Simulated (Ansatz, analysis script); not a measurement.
# Linear Ir chain, spacing 2.395 Å: E(q) by the generalised Bloch theorem

Spirals are solved in the crystal's own cell at each q. What do they say of the order in a linear Ir chain, spacing 2.395 Å?

Method: LDA, PAW set soft_1 (files made for PBE), in Ansatz 0.2.0.

This is a report of a sequence of runs, with most program output left out.

## 1. The structure

The cell holds 1 atom: 1 Ir. Its edges and angles: a = 12.000 Å, b = 12.000 Å, c = 2.395 Å, α = 90.0°, β = 90.0°, γ = 90.0°. An idealised lattice of chosen spacing, in vacuum. Vacuum lies along a and b. The structure's axis is c.

## 2. Starting state

A collinear run comes first: it shows whether moments survive, and how large they are.

input.yaml

```yaml
crystal:
  lattice:
    - [12.0, 0.0, 0.0]
    - [0.0, 12.0, 0.0]
    - [0.0, 0.0, 2.395]
  atoms:
    - { symbol: Ir, position: [0.5, 0.5, 0.0], spin: 1.0 }
magnetization:
  spin_polarized: true
kpoints:
  mp_grid: { grid: [1, 1, 11] }
hamiltonian:
  xc: lda
  pseudopotentials: { kind: paw, azcp: { folder: soft_1 }, xc_functional: pbe }
scf:
  occupations: { method: fermi_dirac, width: 0.1 }
  max_iter: 120
  convergence: { dr2_threshold: 1.0e-08 }
  lower_state_search: "off"
```

Run with:

```sh
> ansatz run input.yaml --threads 4 --pin off --max-ram 8192MiB --backend cpu --events-out ev --progress --plain --runs-dir out
```

Wall time 3.7 s (4 threads of Intel Xeon Platinum 8559C (Emerald Rapids), shared host); peak memory 0.5 GiB; 6 s of CPU time.

Spin moment in the atom's sphere by atom:

| atom | spin moment in the atom's sphere (μB) |
| --- | --- |
| Ir1 | 0.493 |

The run ends ferromagnetic, with a net moment of 0.661 μB a cell. With one Ir atom carrying the moment, parallel order of its images is forced by the cell, not found.

## 3. Mesh refined

Levels at the Fermi energy are partly filled, so moments and energy differences can hang on the k-mesh, and the state is solved again on a denser one.

input.yaml, the sections that differ from step 2:

```yaml
crystal:
  lattice:
    - [12.0, 0.0, 0.0]
    - [0.0, 12.0, 0.0]
    - [0.0, 0.0, 2.395]
  atoms:
    - { symbol: Ir, position: [0.5, 0.5, 0.0], spin: 0.49 }
kpoints:
  mp_grid: { grid: [1, 1, 44] }
basis:
  ecutwfc: 420.0
checkpoint:
  read: start
  write: ck
  compress: false
  write_wavefunctions: false
  write_every: 100000
# magnetization, hamiltonian, scf: as in step 2
```

The job ended after 2.5 s (4 threads; peak memory 0.63 GiB).

Spin moment in the atom's sphere by atom:

| atom | spin moment in the atom's sphere (μB) |
| --- | --- |
| Ir1 | 0.472 |

The run ends ferromagnetic, with a net moment of 0.634 μB a cell, against 0.661 μB on the first mesh.

Each spiral starts from these moments, tilted 30° from the rotation axis z (a cone), with their directions locked in the turning frame; energies are taken at the locked directions, corrected for the field of the lock. Spin–orbit coupling is switched off, so the energy does not depend on how the axis lies in the crystal. The folder named start holds the saved collinear state, from which each run begins.

## 4. q = (0, 0, 0)

The reference is the same input at q = 0, so that basis and exchange-correlation form match those at other q. Every q is chosen so that q/2 is a mesh vector: every spiral then samples the k-points of q = 0, and much mesh noise cancels.

input.yaml, the sections that differ from step 3:

```yaml
crystal:
  lattice:
    - [12.0, 0.0, 0.0]
    - [0.0, 12.0, 0.0]
    - [0.0, 0.0, 2.395]
  atoms:
    - { symbol: Ir, position: [0.5, 0.5, 0.0], spin: 0.47, spin_axis: [0.5, 0.0, 0.866025] }
magnetization:
  noncollinear: true
  spin_spiral: { q: [0.0, 0.0, 0.0] }
  spin_locking: { lock_directions: true }
checkpoint:
  read: start
# kpoints, hamiltonian, scf, basis: as in step 3
```

Run with:

```sh
> ansatz run input.yaml --threads 2 --pin off --max-ram 4096MiB --backend cpu --events-out ev --progress --plain --runs-dir out
```

It took 14 s on 2 threads; peak memory 1.2 GiB.

The largest moment is 0.472 μB, against 0.472 μB in the collinear run.

## 5. q = (0, 0, 0.045)

Only q changes. The cell stays that of the crystal, since the generalised Bloch theorem carries the rotation from cell to cell.

input.yaml: that of step 4 with these lines changed.

```diff
@@ -21,3 +21,3 @@
   noncollinear: true
-  spin_spiral: { q: [0.0, 0.0, 0.0] }
+  spin_spiral: { q: [0.0, 0.0, 0.04545455] }
   spin_locking: { lock_directions: true }
```

Run time: 34 s. Hardware: 2 threads; peak memory 1.2 GiB; 67 s of CPU time.

The energy of the cell lies 0.142 meV above that at q = 0, and the largest moment is 0.470 μB against 0.472 μB.

## 6. q = (0, 0, 0.091)

input.yaml: that of step 5 with these lines changed.

```diff
@@ -21,3 +21,3 @@
   noncollinear: true
-  spin_spiral: { q: [0.0, 0.0, 0.04545455] }
+  spin_spiral: { q: [0.0, 0.0, 0.09090909] }
   spin_locking: { lock_directions: true }
```

It took 35 s on 2 threads; peak memory 1.3 GiB; 69 s of CPU time.

The energy of the cell lies 0.418 meV above that at q = 0, and the largest moment is 0.466 μB against 0.472 μB.

## 7. q = (0, 0, 0.273)

input.yaml: that of step 6 with these lines changed.

```diff
@@ -21,3 +21,3 @@
   noncollinear: true
-  spin_spiral: { q: [0.0, 0.0, 0.09090909] }
+  spin_spiral: { q: [0.0, 0.0, 0.27272727] }
   spin_locking: { lock_directions: true }
```

Run time: 38 s. Hardware: 2 threads; peak memory 1.3 GiB; 75 s of CPU time.

The energy of the cell lies 2.39 meV above that at q = 0, and the largest moment is 0.457 μB against 0.472 μB.

## 8. q = (0, 0, 0.5)

input.yaml: that of step 7 with these lines changed.

```diff
@@ -21,3 +21,3 @@
   noncollinear: true
-  spin_spiral: { q: [0.0, 0.0, 0.27272727] }
+  spin_spiral: { q: [0.0, 0.0, 0.5] }
   spin_locking: { lock_directions: true }
```

Run time: 6.4 min. Hardware: 2 threads; peak memory 1.3 GiB; 13 min of CPU time.

The energy of the cell lies 7.27 meV above that at q = 0, and the largest moment is 0.00305 μB against 0.472 μB.

7 more runs differ from these in the same keys alone and are tabled below.

## 9. Other settings

A test of how the program answers to a changed input.

input.yaml: that of step 8 with these lines changed.

```diff
@@ -8,3 +8,3 @@
 kpoints:
-  mp_grid: { grid: [1, 1, 44] }
+  mp_grid: { grid: [1, 1, 44], kspacing: 0.3 }
 hamiltonian:
@@ -23,3 +23 @@
   spin_locking: { lock_directions: true }
-checkpoint:
-  read: start
```

Run with:

```sh
> ansatz run input.yaml --threads 4 --pin off --max-ram 8192MiB --backend cpu --events-out ev --progress --plain --runs-dir out
```

It took 0.11 s on 4 threads; peak memory 0.078 GiB.

The program refused the input before any cycle.

The program's message: “Error: invalid value for `kpoints.mp_grid.kspacing`: mutually exclusive with `grid` — set one or the other”

The change that led to it: kpoints.mp_grid.kspacing = 0.3.

## 10. Analysis

| q (reciprocal lattice) | path length (1/Å) | E(q) − E(0) (meV a magnetic atom) | \|m\| Ir no. 1 (μB) |
| --- | --- | --- | --- |
| (0, 0, 0) | 0.000 | 0.00 | 0.47 |
| (0, 0, 0.045) | 0.119 | 0.14 | 0.47 |
| (0, 0, 0.091) | 0.238 | 0.42 | 0.47 |
| (0, 0, 0.136) | 0.358 | 0.95 | 0.46 |
| (0, 0, 0.182) | 0.477 | 1.67 | 0.45 |
| (0, 0, 0.227) | 0.596 | 2.28 | 0.45 |
| (0, 0, 0.273) | 0.715 | 2.39 | 0.46 |
| (0, 0, 0.318) | 0.835 | 4.69 | 0.39 |
| (0, 0, 0.364) | 0.954 | 6.53 | 0.29 |
| (0, 0, 0.409) | 1.073 | 7.23 | 0.10 |
| (0, 0, 0.455) | 1.192 | 7.26 | 0.01 |
| (0, 0, 0.5) | 1.312 | 7.27 | 0.00 |

## 11. Summary of results

```
lowest point of the path : q = 0
highest point            : 7.27 meV a magnetic atom
```

In words: No spiral that was run lies below the ferromagnetic state at q = 0, and winding the moments costs up to 7.27 meV a magnetic atom. Where the moments vanish, the energy is that of the state without moments, not of a spiral. The moments change by at most 100 % from their size at q = 0, so they are itinerant and a model of rigid spins is rough. These are energies of cones, which for rigid moments are sin²θ = 0.25 times those of flat spirals. No spin model is given, since the moments change too much along the path. The 12 spiral runs took 19 min of wall time, added up. Energies are free energies at a smearing of 0.1 eV, and with partly filled levels differences shift, at times strongly, as the smearing goes to zero. The cell was taken as built, with atoms unrelaxed. In doubt: the program's search for lower states was switched off, so a lower magnetic state than those reached may exist.

[Logs and program files are shortened in this print: banners, set-up blocks, solver, clock and traceback lines can be left out without a mark of their own.]

[Logs are printed without paths, hosts, clocks, repeated set-up lines and the standing remarks that a program may print on its own settings, such as how far it seeks lower states.]

[Hosts, paths, dates, database ids (printed as entryN), source tags and the programs' standing remarks are cut or masked in the printed files.]
